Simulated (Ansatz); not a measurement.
# What GeCl2 (model cell, started as rutile) distorts into

Wanted: the energy along a soft mode of GeCl2 (model cell, started as rutile) and the structure at the end.

Method: DFT r2SCAN, scalar-relativistic, plane waves, PAW, in Ansatz 0.2.0.

Report form: the programs' logs are mostly left out.

The structure was built from a prototype and need not be the compound's stable phase.

## (1) Set-up

It takes space group P4_2/mnm (No. 136, tetragonal). The conventional cell has a = 6.321 Å, b = 6.321 Å, c = 3.945 Å, α = 90.00°, β = 90.00°, γ = 90.00°. Nearest to Ge lie 6 Cl at 2.67 Å. Cl has 3 Ge at 2.67 Å nearest. Farther neighbours and most contacts between anions are not listed.

Structure file:

```cif
data_structure
_symmetry_space_group_name_H-M 'P 1'
_symmetry_Int_Tables_number 1
_cell_length_a 6.3208
_cell_length_b 6.3208
_cell_length_c 3.9452
_cell_angle_alpha 90.000
_cell_angle_beta 90.000
_cell_angle_gamma 90.000
_cell_volume 157.62
loop_
_atom_site_label
_atom_site_type_symbol
_atom_site_fract_x
_atom_site_fract_y
_atom_site_fract_z
_atom_site_occupancy
Ge1 Ge 0.00000 0.00000 0.00000 1
Ge2 Ge 0.50000 0.50000 0.50000 1
Cl3 Cl 0.29864 0.29864 0.00000 1
Cl4 Cl 0.70136 0.70136 0.00000 1
Cl5 Cl 0.79864 0.20136 0.50000 1
Cl6 Cl 0.20136 0.79864 0.50000 1
```

## (2) The dispersion

The cell comes from relaxations at this level that are not shown. The mesh has a single point along some directions, so zone-edge points there are not solved. Linear response on a 1×1×2 q mesh gives force constants as far as a supercell of that size would, and the tensors from the zone-centre run are typed in so that the long-range dipole term is interpolated apart.

File input.yaml:

```yaml
crystal:
  lattice:
    - [6.3207850091, 0.0, 0.0]
    - [0.0, 6.3207850091, 0.0]
    - [0.0, 0.0, 3.9452370847]
  atoms:
    - { symbol: Ge, position: [0.0, 0.0, 0.0] }
    - { symbol: Ge, position: [0.5, 0.5, 0.5] }
    - { symbol: Cl, position: [0.2986439101, 0.2986439101, 0.0] }
    - { symbol: Cl, position: [0.7013560899, 0.7013560899, 0.0] }
    - { symbol: Cl, position: [0.7986439101, 0.2013560899, 0.5] }
    - { symbol: Cl, position: [0.2013560899, 0.7986439101, 0.5] }
kpoints:
  mp_grid: { grid: [4, 4, 8] }
hamiltonian:
  xc: r2scan
scf:
  occupations: { method: fixed }
output:
  eigenvalues: true
phonons:
  method: dfpt
  qmesh: [1, 1, 2]
  temperatures: { t_max: 1000, t_step: 50 }
  qpath:
    path:
      - [[0.0, 0.0, 0.0], [0.0, 0.5, 0.0], [0.5, 0.5, 0.0], [0.0, 0.0, 0.0], [0.0, 0.0, 0.5], [0.0, 0.5, 0.5], [0.5, 0.5, 0.5], [0.0, 0.0, 0.5]]
      - [[0.0, 0.5, 0.0], [0.0, 0.5, 0.5]]
      - [[0.5, 0.5, 0.0], [0.5, 0.5, 0.5]]
    npoints: 10
  non_analytic_term:
    high_frequency_dielectric_tensor: [[5.5075, 0.0, 0.0], [0.0, 5.5075, 0.0], [0.0, 0.0, 5.1782]]
    born_effective_charges:
      - { species: Ge, tensor: [[4.0385, 0.7144, 0.0], [0.7144, 4.0385, 0.0], [0.0, 0.0, 4.1972]] }
      - { species: Ge, tensor: [[4.0385, -0.7144, 0.0], [-0.7144, 4.0385, 0.0], [0.0, 0.0, 4.1972]] }
      - { species: Cl, tensor: [[-2.0193, -1.7481, 0.0], [-1.7481, -2.0193, 0.0], [0.0, 0.0, -2.0986]] }
      - { species: Cl, tensor: [[-2.0193, -1.7481, 0.0], [-1.7481, -2.0193, 0.0], [0.0, 0.0, -2.0986]] }
      - { species: Cl, tensor: [[-2.0193, 1.7481, 0.0], [1.7481, -2.0193, 0.0], [0.0, 0.0, -2.0986]] }
      - { species: Cl, tensor: [[-2.0193, 1.7481, 0.0], [1.7481, -2.0193, 0.0], [0.0, 0.0, -2.0986]] }
    source: "zone-centre run at this cell"
```

On the command line:

```bash
ansatz run input.yaml --threads 8 --pin off --max-ram 14336MiB --backend cpu --events-out ev --progress --plain --runs-dir out
```

Wall time 4.8 min (8 threads of Arm Neoverse N1, shared host); peak memory 3.6 GiB; 37 min of CPU time.

This step gave:

```yaml
gap_on_the_k_mesh: 2.197 eV
volume_per_atom: 26.27 Å³
sum_rule_residual_before_enforcement: 1.31e-4 eV/Å²
point_group: 4/mmm
highest_optical_mode_at_the_zone_centre_no_lo_to_term: 246.9 cm⁻¹
lowest_optical_zone_centre_mode: -100.9 cm⁻¹
lowest_mode_on_the_q_mesh_acoustic_modes_at_gamma_apart: -104.7 cm⁻¹
highest_frequency_at_a_solved_wavevector_no_lo_to_term_at_gamma: 246.9 cm⁻¹
```

Frequencies (cm⁻¹) solved at each irreducible wavevector; negative means imaginary. Frequencies by wavevector, by row:

```tsv
q in reciprocal lattice units	star	mode 1	mode 2	mode 3	mode 4	mode 16	mode 17	mode 18
0 0 0	1	-100.9	-100.9	-98.5	-19.1	177.7	199.1	246.9
0 0 -0.5	1	-104.7	-104.7	64.2	64.2	141.8	209.6	209.6
```

Symmetry leaves 2 wavevectors to solve. The lowest mode among them, the acoustic zeros apart, lies at q = (0, 0, -0.5) and is imaginary, 104.7i cm⁻¹, so the energy falls along it.

## (3) The mode frozen in, largest atomic shift 0 Å

The mode followed lies at q = (0, 0, -0.5) with frequency 104.7i cm⁻¹ and is 2-fold degenerate, the softest among the wavevectors solved. At small amplitude the distorted cell has space group no. 63 by a symmetry search on the positions. The undistorted cell that holds it gives the zero of energy on the same k mesh.

System of this step: GeCl2 (model cell, started as rutile). The structure is tetragonal, space group P4_2/mnm (No. 136). Conventional cell: a = 6.321 Å, b = 6.321 Å, c = 3.945 Å, α = 90.00°, β = 90.00°, γ = 90.00°. Nearest to Ge lie 6 Cl at 2.67 Å. Cl has 3 Ge at 2.67 Å nearest. Farther neighbours and most contacts between anions are not listed.

File input.yaml:

```yaml
crystal:
  lattice:
    - [6.3207850091, 0.0, 0.0]
    - [0.0, 6.3207850091, 0.0]
    - [0.0, 0.0, 7.8904741693]
  atoms:
    - { symbol: Ge, position: [0.0, 0.0, 0.0] }
    - { symbol: Ge, position: [0.0, 0.0, 0.5] }
    - { symbol: Ge, position: [0.5, 0.5, 0.25] }
    - { symbol: Ge, position: [0.5, 0.5, 0.75] }
    - { symbol: Cl, position: [0.2986439101, 0.2986439101, 0.0] }
    - { symbol: Cl, position: [0.2986439101, 0.2986439101, 0.5] }
    - { symbol: Cl, position: [0.7013560899, 0.7013560899, 0.0] }
    - { symbol: Cl, position: [0.7013560899, 0.7013560899, 0.5] }
    - { symbol: Cl, position: [0.7986439101, 0.2013560899, 0.25] }
    - { symbol: Cl, position: [0.7986439101, 0.2013560899, 0.75] }
    - { symbol: Cl, position: [0.2013560899, 0.7986439101, 0.25] }
    - { symbol: Cl, position: [0.2013560899, 0.7986439101, 0.75] }
kpoints:
  mp_grid: { grid: [4, 4, 4] }
hamiltonian:
  xc: r2scan
scf:
  occupations: { method: gaussian, width: 0.02 }
output:
  forces: true
  stress: true
  eigenvalues: true
```

It took 11 s on 8 threads; peak memory 2.1 GiB; 83 s of CPU time.

This step gave:

* pressure: 0.001652 GPa
* energy from the undistorted cell: 0 meV/atom

At this level the gap is 2.20 eV on the k-mesh of the self-consistent run, which can miss the band edges.

## (4) The mode frozen in, largest atomic shift 0.22 Å

The atoms are moved along the unstable eigenvector, the largest shift by 0.22 Å, with the cell fixed.

File input.yaml:

```yaml
crystal:
  lattice:
    - [6.3207850091, 0.0, 0.0]
    - [0.0, 6.3207850091, 0.0]
    - [0.0, 0.0, 7.8904741693]
  atoms:
    - { symbol: Ge, position: [-0.0199643168, 0.0199643168, 0.0] }
    - { symbol: Ge, position: [0.0199643168, -0.0199643168, 0.5] }
    - { symbol: Ge, position: [0.5, 0.5, 0.25] }
    - { symbol: Ge, position: [0.5, 0.5, 0.75] }
    - { symbol: Cl, position: [0.2912939016, 0.3059939186, 0.0] }
    - { symbol: Cl, position: [0.3059939186, 0.2912939016, 0.5] }
    - { symbol: Cl, position: [0.6940060814, 0.7087060984, 0.0] }
    - { symbol: Cl, position: [0.7087060984, 0.6940060814, 0.5] }
    - { symbol: Cl, position: [0.7986439101, 0.2013560899, 0.2221182789] }
    - { symbol: Cl, position: [0.7986439101, 0.2013560899, 0.7778817211] }
    - { symbol: Cl, position: [0.2013560899, 0.7986439101, 0.2778817211] }
    - { symbol: Cl, position: [0.2013560899, 0.7986439101, 0.7221182789] }
kpoints:
  mp_grid: { grid: [4, 4, 4] }
hamiltonian:
  xc: r2scan
scf:
  occupations: { method: gaussian, width: 0.02 }
output:
  forces: true
  stress: true
  eigenvalues: true
```

It took 13 s on 8 threads; peak memory 2.2 GiB.

Numbers from this step:

```yaml
pressure: 1.018 GPa
gap_on_the_k_mesh: 2.186 eV
energy_from_the_undistorted_cell: -8.584 meV/atom
```

The energy, extrapolated to zero smearing, is -8.58 meV/atom against the undistorted cell.

The run ends at a pressure of 1.02 GPa, with forces up to 0.24 eV/Å.

## (5) Energy along the mode, all amplitudes (two of the runs are shown above)

An imaginary frequency means negative curvature, so the energy should fall and then rise again as anharmonic terms take over.

Numbers from this step:

```yaml
depth_at_the_lowest_point_sampled: 8.584 meV/atom
largest_atomic_shift_at_that_point: 0.22 Å
```

Table of energy from the parent by largest atomic shift:

```tsv
largest atomic shift (Å)	energy from the parent (meV/atom)
0.000	0
0.040	-0.659
0.080	-2.47
0.140	-6.25
0.220	-8.58
0.320	7.71
```

Displacement at unit largest shift by atom:

```tsv
atom	x (Å)	y (Å)	z (Å)	size
Ge1	-0.57	0.57	0.00	0.81
Ge2	0.57	-0.57	0.00	0.81
Ge3	0.00	0.00	0.00	0.00
Ge4	0.00	0.00	0.00	0.00
Cl5	-0.21	0.21	0.00	0.30
Cl6	0.21	-0.21	0.00	0.30
Cl7	-0.21	0.21	0.00	0.30
Cl8	0.21	-0.21	0.00	0.30
Cl9	0.00	0.00	-1.00	1.00
Cl10	0.00	0.00	1.00	1.00
Cl11	0.00	0.00	1.00	1.00
Cl12	0.00	0.00	-1.00	1.00
```

The lowest of the steps tried is at 0.22 Å, 8.58 meV/atom below the parent; the bottom of the well need not coincide with a step.

## (6) Relaxation from the frozen mode

Starting from the lowest point found, all atoms and the cell are let go, so that strain and other modes of the same symmetry can join in.

input.yaml: that of step 4 with these lines changed.

```diff
@@ -23,3 +23,3 @@
 scf:
-  occupations: { method: gaussian, width: 0.02 }
+  occupations: { method: fixed }
 output:
@@ -28 +28,6 @@
   eigenvalues: true
+relax:
+  adjacent_minimum: "off"
+  f_tol: 0.002
+  max_steps: 120
+  cell: { stress_tol: 0.03 }
```

Wall time 1.9 min (8 threads); peak memory 2.3 GiB; 15 min of CPU time.

Step by step:

```tsv
step	energy less that of the first step (eV)	largest force component (eV/Å)	pressure (GPa)	volume (Å³)
1	0.0000	0.1569	1.02	315.24
2	-0.0940	0.1647	-0.31	329.40
3	-0.1014	0.1159	-0.14	327.94
4	-0.1106	0.0237	0.02	329.81
5	-0.1121	0.0082	0.01	330.56
6	-0.1123	0.0023	0.01	330.87
7	-0.1122	0.0003	0.00	331.03
8*	-0.1146	0.0002	0.00	331.03
```

Relaxation steps marked * repeat the geometry before them on a plane-wave basis chosen anew for their cell, so energy and pressure can jump there.

Forces are held to the 8 operations that the run works with; a distortion that breaks them can't arise in this run.

```tsv
conventional cell, symmetrised	before	after	change
a (Å)	8.939	8.940	+0.0 %
b (Å)	8.939	9.248	+3.5 %
c (Å)	7.890	8.008	+1.5 %
volume (Å³/atom)	26.27	27.59	+5.0 %
```

The atoms that moved most (Å, as changes of fractional coordinates times the final cell):

```tsv
atom	dx	dy	dz	length
Ge1	-0.140	0.140	0.000	0.198
Ge2	0.140	-0.140	0.000	0.198
Cl6	0.151	-0.091	0.000	0.176
Cl5	-0.091	0.151	0.000	0.176
Cl7	-0.151	0.091	0.000	0.176
Cl8	0.091	-0.151	0.000	0.176
Cl9	-0.060	0.060	-0.011	0.086
Cl11	0.060	-0.060	0.011	0.086
```

The relaxed structure:

```
Ge Cl
1.0
     6.43033   -0.10901    0.00000
    -0.10901    6.43033    0.00000
     0.00000    0.00000    8.00808
Ge Cl
4 8
Direct
  0.95860 0.04140 0.00000
  0.04140 0.95860 0.50000
  0.50000 0.50000 0.25000
  0.50000 0.50000 0.75000
  0.27760 0.32924 0.00000
  0.32924 0.27760 0.50000
  0.67076 0.72240 0.00000
  0.72240 0.67076 0.50000
  0.78947 0.21053 0.22069
  0.78947 0.21053 0.77931
  0.21053 0.78947 0.27931
  0.21053 0.78947 0.72069
```

This step gave:

- pressure: 0.001421 GPa
- gap on the k-mesh: 2.273 eV
- volume per atom: 27.59 Å³

The distorted start has space group Cmcm; the relaxation ends in Cmcm.

## (7) What came out

```
unstable mode of the parent                                                      : q = (0, 0, -0.5), 105i cm⁻¹
depth at the lowest point sampled                                                : 8.58 meV/atom
largest atomic shift at that point                                               : 0.22 Å
space group reached (within 0.01 Å)                                              : Cmcm
energy gained over the parent (first relaxation, on the mesh of the frozen mode) : 18.1 meV/atom
volume per atom, phase reached                                                   : 27.6 Å³
gap on the k-mesh, phase reached                                                 : 2.27 eV
```

What this shows: Along this mode the structure falls into Cmcm, 18.1 meV/atom below the parent. At the parent's cell the well is 8.584 meV/atom deep on the steps tried, with its lowest point at a shift of 0.22 Å. Relaxing atoms and cell changes the gain by +9.55 meV/atom against the lowest step (energies at zero smearing). The modes of the phase reached were not computed on this path. Of the 6 patterns followed to their end from this parent, this one ends 34.3 meV/atom above the lowest, P4_12_12. Each path keeps the symmetry of its pattern, so a lower phase may lie along a pattern not tried. The q mesh is too sparse to interpolate, so only the solved wavevectors are given. The program warns that the interpolation holds no quadrupole term, so branches close to Γ can be off in this crystal. The starting cell was built on a prototype and not taken from a measurement, so the phase need not exist.

[Logs are printed without paths, hosts, clocks, repeated set-up lines and the standing remarks that a program may print on its own settings, such as how far it seeks lower states.]

[Hosts, paths, dates, database ids (printed as entryN), source tags and the programs' standing remarks are cut or masked in the printed files.]
